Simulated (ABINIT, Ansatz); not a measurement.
# YHSe (P-6m2): bands and cutoff in G0W0 with ABINIT, part 2 of 2

What does each rung of G0W0 on YHSe (P-6m2) cost, and what does it buy?

ABINIT 10.8.3; LDA and many-body steps on it, plane waves. Known limits of the many-body steps: not at the basis limit; exchange with frozen shells missing; no spin-orbit coupling; coarse k mesh.

So far. Step 3 (Screening, 3×3×4 mesh, 24 bands, screening to 62.6 eV): Local fields lower ε∞ by 9 %. On a Γ-centred mesh this coarse the value itself is usually too large, while a short band sum pulls it down. Step 4 (24 bands, 62.6 eV): The gap on the mesh goes from 1.36 eV to 2.71 eV, a correction of +1.35 eV.

### Step 6. 47 bands, 114.3 eV

This step: G0W0 on LDA, plane waves, norm-conserving pseudopotentials.

File run.abi:

```
acell 3*1.0 Angstrom
rprim 
  3.840931335803 -0.000000000001 0.000000000000
  -1.920465667901 3.326344110998 0.000000000000
  0.000000000000 0.000000000000 3.915549560000
ntypat 3
znucl 39 1 34
natom 3
typat 1 2 3
xred 
  0.000000000000 0.000000000000 0.000000000000
  0.333333333333 0.666666666667 0.000000000000
  0.666666666667 0.333333333333 0.500000000000
pp_dirpath "pseudos"
pseudos "Y.upf, H.upf, Se.upf"
ecut 39
ngkpt 3 3 4
nshiftk 1
shiftk 0 0 0
kptopt 1
chksymbreak 0
istwfk *1
occopt 1
irdwfk 1
optdriver 4
nband 47
gwcalctyp 0
ecutsigx 39
symsigma 1
nkptgw 2
kptgw 
  0.0000000000 0.0000000000 0.5000000000
  0.0000000000 0.0000000000 0.0000000000
bdgw 
  12 16
  13 17
ecuteps 4.2
irdscr 1
ppmodel 1
indata_prefix "in"
outdata_prefix "out"
tmpdata_prefix "tmp"
```

Launch:

```
$ OMP_NUM_THREADS=1 mpirun -n 4 abinit run.abi > log
```

Numbers of over 12 decimals in the logs are rounded to 6 here.

Log:

```text
.Version 10.8.3 of ABINIT. v10.8.2 released Aug 2026.

 Symmetries : space group P-6 m 2 (#187); Bravais hP (primitive hexag.)
[... echo of the input left out ...]
== DATASET  1 ==================================================================
-   mpi_nproc: 4, omp_nthreads: 1 (-1 if OMP is not activated)

--- !DatasetInfo
iteration_state: {dtset: 1, }
dimensions: {natom: 3, nkpt: 9, mband: 47, nsppol: 1, nspinor: 1, nspden: 1, mpw: 3939, }
cutoff_energies: {ecut:  39.0, pawecutdg:  -1.0, }
electrons: {nelect:   2.80000000E+01, charge:   0.00000000E+00, occopt:   1.00000000E+00, tsmear:   1.00000000E-02, }

 SIGMA: Calculation of the GW corrections

 Based on a program developped by R.W. Godby, V. Olevano, G. Onida, and L. Reining.
 Incorporated in ABINIT by V. Olevano, G.-M. Rignanese, and M. Torrent.
.Using double precision arithmetic ; gwpc =  8

[... cell and pseudopotentials left out ...]
--------------------------------------------------------------------------------

 ==== K-mesh for the wavefunctions ====
 Number of points in the irreducible wedge :     9
[... list of points left out ...]
 Together with 12 symmetry operations and time-reversal symmetry
 yields    36 points in the full Brillouin Zone.

 ==== Q-mesh for screening function ====
 Number of points in the irreducible wedge :     9
[... list of points left out ...]
 Together with 12 symmetry operations and time-reversal symmetry
 yields    36 points in the full Brillouin Zone.

 vcoul_init : cutoff-mode = AUXILIARY_FUNCTION
 q-points for optical limit:   1
     1)      0.000010    0.000020    0.000030
 setmesh: FFT mesh size selected  =    36x   36x   45
          total number of points  =        58320

 Number of electrons calculated from density =   28.0000; Expected =   28.0000
[...]
number of omega for Sigma on real axis              0
 max omega for Sigma on real axis  [eV]           0.00
 zcut for avoiding poles [eV]                     0.10

 EPSILON^-1 parameters (SCR file):
 dimension of the eps^-1 matrix on file            145
 dimension of the eps^-1 matrix used               145
 number of plane-waves for wavefunctions          3927
 number of bands                                    47
 number of q-points in IBZ                           9
 number of frequencies                               2
 number of real frequencies                          1
 number of imag frequencies                          1

 matrix elements of self-energy operator (all in [eV])

 Perturbative Calculation

--- !SelfEnergy_ee
iteration_state: {dtset: 1, }
kpoint     : [   0.000,    0.000,    0.500, ]
spin       : 1
KS_gap     :    1.739
QP_gap     :    3.274
Delta_QP_KS:    1.535
data: !SigmaeeData |
     Band     E0 <VxcDFT>   SigX SigC(E0)      Z dSigC/dE  Sig(E)    E-E0       E
       12   5.620 -13.935 -16.856   2.404   0.800  -0.250 -14.348  -0.413   5.207
       13   5.620 -13.935 -16.856   2.404   0.800  -0.250 -14.348  -0.413   5.207
       14   6.764 -13.307 -15.813   2.138   0.801  -0.249 -13.602  -0.295   6.469
[...]
--- !SelfEnergy_ee
iteration_state: {dtset: 1, }
kpoint     : [   0.000,    0.000,    0.000, ]
spin       : 1
KS_gap     :    2.927
QP_gap     :    4.180
Delta_QP_KS:    1.252
data: !SigmaeeData |
     Band     E0 <VxcDFT>   SigX SigC(E0)      Z dSigC/dE  Sig(E)    E-E0       E
[...]
16  10.502 -13.530  -8.376  -3.846   0.804  -0.244 -12.479   1.051  11.554
       17  10.502 -13.530  -8.376  -3.846   0.804  -0.244 -12.479   1.051  11.554

== END DATASET(S) ==============================================================
================================================================================

 -outvars: echo values of variables after computation  --------
           etotal      0.0000000000E+00
            nband          47
             nkpt           9
          spgroup         187
 [... the other variables as echoed above ...]

 Calculation completed.
```

Elapsed: 4.7 s, on 4 MPI ranks of Arm Neoverse V1, shared host; peak memory 0.53 GiB; 18 s of CPU time.

This step gave:

- G0W0 gap on the points computed: 2.581 eV
- starting gap on the mesh: 1.365 eV
- k of the valence top: 0, 0, 0.5
- k of the conduction bottom: 0, 0, 0
- Z at the valence top: 0.801
- Z at the conduction bottom: 0.816
- least direct G0W0 gap on the computed points: 3.274 eV

Against G0W0 in ABINIT (3×3×4 mesh, 24 bands, screening to 62.6 eV, Godby-Needs plasmon pole), the gap moves by −0.132 eV.

### Step 7. Screening, 3×3×4 mesh, 95 bands, screening to 176.9 eV

This step: RPA screening on LDA, plane waves, norm-conserving pseudopotentials.

Changes to run.abi since step 6:

```diff
@@ -24,17 +24,8 @@
 irdwfk 1
-optdriver 4
-nband 47
-gwcalctyp 0
-ecutsigx 39
-symsigma 1
-nkptgw 2
-kptgw 
-  0.0000000000 0.0000000000 0.5000000000
-  0.0000000000 0.0000000000 0.0000000000
-bdgw 
-  12 16
-  13 17
-ecuteps 4.2
-irdscr 1
-ppmodel 1
+optdriver 3
+nband 95
+ecuteps 6.5
+inclvkb 2
+awtr 1
+symchi 1
 indata_prefix "in"
```

Log:

```text
.Version 10.8.3 of ABINIT. v10.8.2 released Aug 2026.

 Symmetries : space group P-6 m 2 (#187); Bravais hP (primitive hexag.)
[... echo of the input left out ...]
== DATASET  1 ==================================================================
-   mpi_nproc: 4, omp_nthreads: 1 (-1 if OMP is not activated)

--- !DatasetInfo
iteration_state: {dtset: 1, }
dimensions: {natom: 3, nkpt: 9, mband: 95, nsppol: 1, nspinor: 1, nspden: 1, mpw: 3939, }
cutoff_energies: {ecut:  39.0, pawecutdg:  -1.0, }
[...]
--------------------------------------------------------------------------------
[... chi0 elements left out ...]
 For q-point:  0.000010 0.000020 0.000030
  dielectric constant =  11.4555
  dielectric constant without local fields =  12.6502

  Average fulfillment of the sum rule on Im[epsilon] for q-point    1 :     63.44  [%]
[... wings left out ...]
  q-point number  2        q = ( 0.333333, 0.000000, 0.000000) [r.l.u.]
--------------------------------------------------------------------------------
[... chi0 elements left out ...]
  Average fulfillment of the sum rule on Im[epsilon] for q-point    2 :     70.75  [%]

 [... 7 further q-points ...]
```

It took 28 s on 4 MPI ranks; peak memory 0.75 GiB.

Numbers from this step:

```yaml
eps_infinity_with_local_fields_on_this_mesh_along_the_program_s_q_direction: 11.46
the_same_without_local_fields: 12.65
plasma_frequency: 27.78 eV
plane_waves_in_the_screening_matrix: 267
```

### Step 8. 95 bands, 176.9 eV

This step: G0W0 on LDA, plane waves, norm-conserving pseudopotentials.

Changes to run.abi since step 7:

```diff
@@ -24,8 +24,17 @@
 irdwfk 1
-optdriver 3
+optdriver 4
 nband 95
+gwcalctyp 0
+ecutsigx 39
+symsigma 1
+nkptgw 2
+kptgw 
+  0.0000000000 0.0000000000 0.5000000000
+  0.0000000000 0.0000000000 0.0000000000
+bdgw 
+  12 16
+  13 17
 ecuteps 6.5
-inclvkb 2
-awtr 1
-symchi 1
+irdscr 1
+ppmodel 1
 indata_prefix "in"
```

Log:

```text
.Version 10.8.3 of ABINIT. v10.8.2 released Aug 2026.

 Symmetries : space group P-6 m 2 (#187); Bravais hP (primitive hexag.)
[... echo of the input left out ...]
== DATASET  1 ==================================================================
-   mpi_nproc: 4, omp_nthreads: 1 (-1 if OMP is not activated)

--- !DatasetInfo
iteration_state: {dtset: 1, }
dimensions: {natom: 3, nkpt: 9, mband: 95, nsppol: 1, nspinor: 1, nspden: 1, mpw: 3939, }
cutoff_energies: {ecut:  39.0, pawecutdg:  -1.0, }
[...]
Band     E0 <VxcDFT>   SigX SigC(E0)      Z dSigC/dE  Sig(E)    E-E0       E
[...]
16  10.502 -13.530  -8.376  -4.359   0.799  -0.251 -12.895   0.636  11.138
       17  10.502 -13.530  -8.376  -4.359   0.799  -0.251 -12.895   0.636  11.138

== END DATASET(S) ==============================================================
================================================================================

 -outvars: echo values of variables after computation  --------
           etotal      0.0000000000E+00
            nband          95
             nkpt           9
          spgroup         187
 [... the other variables as echoed above ...]

 Calculation completed.
```

Elapsed: 11 s, on 4 MPI ranks; peak memory 0.75 GiB.

This step gave:

| Quantity | Value |
| --- | --- |
| G0W0 gap on the points computed | 2.642 eV |
| starting gap on the mesh | 1.365 eV |
| k of the valence top | 0, 0, 0.5 |
| k of the conduction bottom | 0, 0, 0 |
| least direct G0W0 gap on the computed points | 3.282 eV |

Against G0W0 in ABINIT (3×3×4 mesh, 47 bands, screening to 114.3 eV, Godby-Needs plasmon pole), the gap moves by +0.061 eV.

### Step 9. The runs together

Times are wall times on 4 MPI ranks of Arm Neoverse V1, shared host, good to a factor of about two. A run's time includes the screening step that it read.

```tsv
run	mesh	bands	screening cutoff (eV)	DFT gap (eV)	gap on the mesh (eV)	direct (eV)	ε∞ used	time
24 bands, 62.6 eV	3×3×4	24	62.6	1.365	2.713	3.440	11.38	8.7 s
47 bands, 114.3 eV	3×3×4	47	114.3	1.365	2.581	3.274	11.44	16 s
95 bands, 176.9 eV	3×3×4	95	176.9	1.365	2.642	3.282	11.46	39 s
```

### Step 10. Results

```yaml
24_bands_62p6_ev: 2.713 eV
47_bands_114p3_ev: 2.581 eV
95_bands_176p9_ev: 2.642 eV
known_limits: not at the basis limit; exchange with frozen shells missing; no spin-orbit coupling; coarse k mesh
```

In words: From the first rung to the last the gap moves by −0.07 eV for 4.5 times the time. The gap turns back along the series, so no limit is drawn from it. In the first G0W0 run levels were corrected at 2 k points alone, so a gap called «on the mesh» is the least over those, and an edge elsewhere would be missed. The 3×3×4 mesh is coarse for this cell, which bears on the long-range parts of exchange and screening. The norm-conserving file of at least one element keeps a d shell over frozen s and p shells of the same row. Exchange with those shells is missing from the self-energy, an error of 0.3 to 0.9 eV in cases checked, whose sign depends on which edge lies on those atoms. The many-body steps are scalar-relativistic: spin-orbit coupling is not in them.

[Paths, hosts, dates, memory and timing lines, banners, echoed tables and standing remarks are left out of the program output.]

[Logs are printed without paths, hosts, clocks, repeated set-up lines and the standing remarks that a program may print on its own settings, such as how far it seeks lower states.]

[Runs of the session that timed out or met a known fault of the program may be left out.]

[No measured gap is set beside runs whose start may be inverted or whose files or cutoffs have a known fault.]

[Hosts, paths, dates, database ids (printed as entryN), source tags and the programs' standing remarks are cut or masked in the printed files.]

[G0W0 gaps are taken among the corrected bands and points alone; a level outside them can change the order at an edge.]

[Where Ansatz stands beside ABINIT at settings called matched, ABINIT's density can come from a denser mesh and the files from another edition; pairs whose starting gaps differed by over 0.03 eV were left out, so agreement reads better than it is.]
